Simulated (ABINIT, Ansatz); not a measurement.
# Converging GW for Y2CN2O2 (P-3m1) in ABINIT, part 2 of 2

Wanted: a converged G0W0 gap of Y2CN2O2 (P-3m1), or an estimate of the limit.

ABINIT 10.8.3; LDA and many-body steps on it, plane waves. Known limits of the many-body steps: not at the basis limit; no spin-orbit coupling; coarse k mesh.

So far. Step 3 (Screening, 3×3×1 mesh, 43 bands, screening to 62.6 eV): Local fields lower ε∞ by 8 %. On a Γ-centred mesh this coarse the value itself is usually too large, while a short band sum pulls it down. Step 4 (43 bands, 62.6 eV): The gap on the mesh goes from 3.73 eV to 5.52 eV, a correction of +1.79 eV.

### 6. 88 bands, 114.3 eV

This step: G0W0 on LDA, plane waves, norm-conserving pseudopotentials.

The input, run.abi:

```
acell 3*1.0 Angstrom
rprim 
  3.698989096613 -0.000000000003 0.000000000000
  -1.849494548304 3.203418525990 0.000000000000
  0.000000000000 0.000000000000 8.168855210000
ntypat 4
znucl 39 6 7 8
natom 7
typat 1 1 2 3 3 4 4
xred 
  0.333333333333 0.666666666667 0.677519680000
  0.666666666667 0.333333333333 0.322480320000
  0.000000000000 0.000000000000 0.000000000000
  0.000000000000 0.000000000000 0.150149940000
  0.000000000000 0.000000000000 0.849850060000
  0.333333333333 0.666666666667 0.396659330000
  0.666666666667 0.333333333333 0.603340670000
pp_dirpath "pseudos"
pseudos "Y.upf, C.upf, N.upf, O.upf"
ecut 37
ngkpt 3 3 1
nshiftk 1
shiftk 0 0 0
kptopt 1
chksymbreak 0
istwfk *1
occopt 1
irdwfk 1
optdriver 4
nband 88
gwcalctyp 0
ecutsigx 37
symsigma 1
nkptgw 1
kptgw 
  0.0000000000 0.0000000000 0.0000000000
bdgw 
  23 26
ecuteps 4.2
irdscr 1
ppmodel 1
indata_prefix "in"
outdata_prefix "out"
tmpdata_prefix "tmp"
```

On the command line:

```sh
$ OMP_NUM_THREADS=1 mpirun -n 4 abinit run.abi > log
```

Numbers of over 12 decimals in the logs are rounded to 6 here.

Output:

```text
.Version 10.8.3 of ABINIT. v10.8.2 released Aug 2026.

 Symmetries : space group P-3 m 1 (#164); Bravais hP (primitive hexag.)
[... echo of the input left out ...]
== DATASET  1 ==================================================================
-   mpi_nproc: 4, omp_nthreads: 1 (-1 if OMP is not activated)

--- !DatasetInfo
iteration_state: {dtset: 1, }
dimensions: {natom: 7, nkpt: 3, mband: 88, nsppol: 1, nspinor: 1, nspden: 1, mpw: 7075, }
cutoff_energies: {ecut:  37.0, pawecutdg:  -1.0, }
electrons: {nelect:   4.80000000E+01, charge:   0.00000000E+00, occopt:   1.00000000E+00, tsmear:   1.00000000E-02, }

 SIGMA: Calculation of the GW corrections

 Based on a program developped by R.W. Godby, V. Olevano, G. Onida, and L. Reining.
 Incorporated in ABINIT by V. Olevano, G.-M. Rignanese, and M. Torrent.
.Using double precision arithmetic ; gwpc =  8

[... cell and pseudopotentials left out ...]
--------------------------------------------------------------------------------

 ==== K-mesh for the wavefunctions ====
 Number of points in the irreducible wedge :     3
[... list of points left out ...]
 Together with 12 symmetry operations and time-reversal symmetry
 yields     9 points in the full Brillouin Zone.

 ==== Q-mesh for screening function ====
 Number of points in the irreducible wedge :     3
[... list of points left out ...]
 Together with 12 symmetry operations and time-reversal symmetry
 yields     9 points in the full Brillouin Zone.

 vcoul_init : cutoff-mode = AUXILIARY_FUNCTION
 q-points for optical limit:   1
     1)      0.000010    0.000020    0.000030
 setmesh: FFT mesh size selected  =    36x   36x   90
          total number of points  =       116640

 Number of electrons calculated from density =   48.0000; Expected =   48.0000
[...]
number of k-points in IBZ                           3
 number of q-points in IBZ                           3
 number of symmetry operations                      12
 number of k-points in BZ                            9
 number of q-points in BZ                            9
 number of frequencies for dSigma/dE                 9
 frequency step for dSigma/dE [eV]                0.25
 number of omega for Sigma on real axis              0
 max omega for Sigma on real axis  [eV]           0.00
 zcut for avoiding poles [eV]                     0.10

 EPSILON^-1 parameters (SCR file):
 dimension of the eps^-1 matrix on file            273
 dimension of the eps^-1 matrix used               273
 number of plane-waves for wavefunctions          7075
 number of bands                                    88
 number of q-points in IBZ                           3
 number of frequencies                               2
 number of real frequencies                          1
 number of imag frequencies                          1

 matrix elements of self-energy operator (all in [eV])

 Perturbative Calculation

--- !SelfEnergy_ee
iteration_state: {dtset: 1, }
kpoint     : [   0.000,    0.000,    0.000, ]
spin       : 1
KS_gap     :    3.727
QP_gap     :    5.194
Delta_QP_KS:    1.467
data: !SigmaeeData |
     Band     E0 <VxcDFT>   SigX SigC(E0)      Z dSigC/dE  Sig(E)    E-E0       E
       23   4.449 -17.022 -20.733   3.343   0.800  -0.249 -17.316  -0.295   4.154
       24   4.449 -17.022 -20.733   3.343   0.800  -0.249 -17.316  -0.295   4.154
       25   8.176  -9.135  -4.349  -3.419   0.858  -0.166  -7.963   1.172   9.348
       26   9.661 -10.760  -5.573  -3.601   0.845  -0.183  -9.420   1.341  11.002

== END DATASET(S) ==============================================================
================================================================================

 -outvars: echo values of variables after computation  --------
           etotal      0.0000000000E+00
            nband          88
             nkpt           3
          spgroup         164
 [... the other variables as echoed above ...]

 Calculation completed.
```

Run time: 4.8 s. Hardware: 4 MPI ranks of Intel Xeon Platinum 8488C (Sapphire Rapids), shared host; peak memory 0.22 GiB.

Numbers from this step:

- G0W0 gap on the points computed: 5.194 eV
- starting gap on the mesh: 3.727 eV
- k of the valence top: 0, 0, 0
- k of the conduction bottom: 0, 0, 0
- Z at the valence top: 0.8
- Z at the conduction bottom: 0.858
- least direct G0W0 gap on the computed points: 5.194 eV

Against G0W0 in ABINIT (3×3×1 mesh, 43 bands, screening to 62.6 eV, Godby-Needs plasmon pole), the gap moves by −0.323 eV.

### 7. Screening, 3×3×1 mesh, 181 bands, screening to 176.9 eV

This step: RPA screening on LDA, plane waves, norm-conserving pseudopotentials.

run.abi: that of step 6 with these lines changed.

```diff
@@ -28,15 +28,8 @@
 irdwfk 1
-optdriver 4
-nband 88
-gwcalctyp 0
-ecutsigx 37
-symsigma 1
-nkptgw 1
-kptgw 
-  0.0000000000 0.0000000000 0.0000000000
-bdgw 
-  23 26
-ecuteps 4.2
-irdscr 1
-ppmodel 1
+optdriver 3
+nband 181
+ecuteps 6.5
+inclvkb 2
+awtr 1
+symchi 1
 indata_prefix "in"
```

Output:

```text
.Version 10.8.3 of ABINIT. v10.8.2 released Aug 2026.

 Symmetries : space group P-3 m 1 (#164); Bravais hP (primitive hexag.)
[... echo of the input left out ...]
== DATASET  1 ==================================================================
-   mpi_nproc: 4, omp_nthreads: 1 (-1 if OMP is not activated)

--- !DatasetInfo
iteration_state: {dtset: 1, }
dimensions: {natom: 7, nkpt: 3, mband: 181, nsppol: 1, nspinor: 1, nspden: 1, mpw: 7075, }
cutoff_energies: {ecut:  37.0, pawecutdg:  -1.0, }
[...]
--------------------------------------------------------------------------------
[... chi0 elements left out ...]
 For q-point:  0.000010 0.000020 0.000030
  dielectric constant =   3.8327
  dielectric constant without local fields =   4.3212

  Average fulfillment of the sum rule on Im[epsilon] for q-point    1 :     75.43  [%]
[... wings left out ...]
  q-point number  2        q = ( 0.333333, 0.000000, 0.000000) [r.l.u.]
--------------------------------------------------------------------------------
[... chi0 elements left out ...]
  Average fulfillment of the sum rule on Im[epsilon] for q-point    2 :     76.68  [%]

 [... 1 further q-points ...]
```

The job ended after 33 s (4 MPI ranks; peak memory 1 GiB; 2.2 min of CPU time).

Numbers from this step:

| Quantity | Value |
| --- | --- |
| ε∞ with local fields, on this mesh, along the program's q direction | 3.833 |
| the same without local fields | 4.321 |
| plasma frequency | 26.15 eV |
| plane waves in the screening matrix | 491 |

### 8. 181 bands, 176.9 eV

This step: G0W0 on LDA, plane waves, norm-conserving pseudopotentials.

run.abi: that of step 7 with these lines changed.

```diff
@@ -28,8 +28,15 @@
 irdwfk 1
-optdriver 3
+optdriver 4
 nband 181
+gwcalctyp 0
+ecutsigx 37
+symsigma 1
+nkptgw 1
+kptgw 
+  0.0000000000 0.0000000000 0.0000000000
+bdgw 
+  23 26
 ecuteps 6.5
-inclvkb 2
-awtr 1
-symchi 1
+irdscr 1
+ppmodel 1
 indata_prefix "in"
```

Output:

```text
.Version 10.8.3 of ABINIT. v10.8.2 released Aug 2026.

 Symmetries : space group P-3 m 1 (#164); Bravais hP (primitive hexag.)
[... echo of the input left out ...]
== DATASET  1 ==================================================================
-   mpi_nproc: 4, omp_nthreads: 1 (-1 if OMP is not activated)

--- !DatasetInfo
iteration_state: {dtset: 1, }
dimensions: {natom: 7, nkpt: 3, mband: 181, nsppol: 1, nspinor: 1, nspden: 1, mpw: 7075, }
cutoff_energies: {ecut:  37.0, pawecutdg:  -1.0, }
[...]
24   4.449 -17.022 -20.733   2.903   0.797  -0.254 -17.666  -0.644   3.804
       25   8.176  -9.135  -4.349  -3.675   0.856  -0.169  -8.185   0.950   9.127
       26   9.661 -10.760  -5.573  -3.943   0.842  -0.188  -9.713   1.047  10.709

== END DATASET(S) ==============================================================
================================================================================

 -outvars: echo values of variables after computation  --------
           etotal      0.0000000000E+00
            nband         181
             nkpt           3
          spgroup         164
 [... the other variables as echoed above ...]

 Calculation completed.
```

Elapsed: 11 s, on 4 MPI ranks; peak memory 0.86 GiB.

This step gave:

* G0W0 gap on the points computed: 5.323 eV
* starting gap on the mesh: 3.727 eV
* k of the valence top: 0, 0, 0
* k of the conduction bottom: 0, 0, 0
* least direct G0W0 gap on the computed points: 5.323 eV

Against G0W0 in ABINIT (3×3×1 mesh, 88 bands, screening to 114.3 eV, Godby-Needs plasmon pole), the gap moves by +0.129 eV.

### 9. Side by side

Times are wall times on 4 MPI ranks of Intel Xeon Platinum 8488C (Sapphire Rapids), shared host, good to a factor of about two. A run's time includes the screening step that it read.

```csv
run,mesh,bands,screening cutoff (eV),DFT gap (eV),gap on the mesh (eV),direct (eV),ε∞ used,time
"43 bands, 62.6 eV",3×3×1,43,62.6,3.727,5.517,5.517,3.71,10 s
"88 bands, 114.3 eV",3×3×1,88,114.3,3.727,5.194,5.194,3.83,18 s
"181 bands, 176.9 eV",3×3×1,181,176.9,3.727,5.323,5.323,3.83,44 s
```

### 10. Outcome

| Item | Value |
| --- | --- |
| 43 bands, 62.6 eV | 5.517 eV |
| 88 bands, 114.3 eV | 5.194 eV |
| 181 bands, 176.9 eV | 5.323 eV |
| known limits | not at the basis limit; no spin-orbit coupling; coarse k mesh |

From the first rung to the last the gap moves by −0.19 eV for 4.2 times the time. The gap turns back along the series, so no limit is drawn from it. In the first G0W0 run levels were corrected at 1 k point alone, so a gap called «on the mesh» is the least over those, and an edge elsewhere would be missed. The 3×3×1 mesh is coarse for this cell, which bears on the long-range parts of exchange and screening. The many-body steps are scalar-relativistic: spin-orbit coupling is not in them.

[Paths, hosts, dates, memory and timing lines, banners, echoed tables and standing remarks are left out of the program output.]

[Logs are printed without paths, hosts, clocks, repeated set-up lines and the standing remarks that a program may print on its own settings, such as how far it seeks lower states.]

[Runs of the session that timed out or met a known fault of the program may be left out.]

[No measured gap is set beside runs whose start may be inverted or whose files or cutoffs have a known fault.]

[Hosts, paths, dates, database ids (printed as entryN), source tags and the programs' standing remarks are cut or masked in the printed files.]

[G0W0 gaps are taken among the corrected bands and points alone; a level outside them can change the order at an edge.]

[Where Ansatz stands beside ABINIT at settings called matched, ABINIT's density can come from a denser mesh and the files from another edition; pairs whose starting gaps differed by over 0.03 eV were left out, so agreement reads better than it is.]
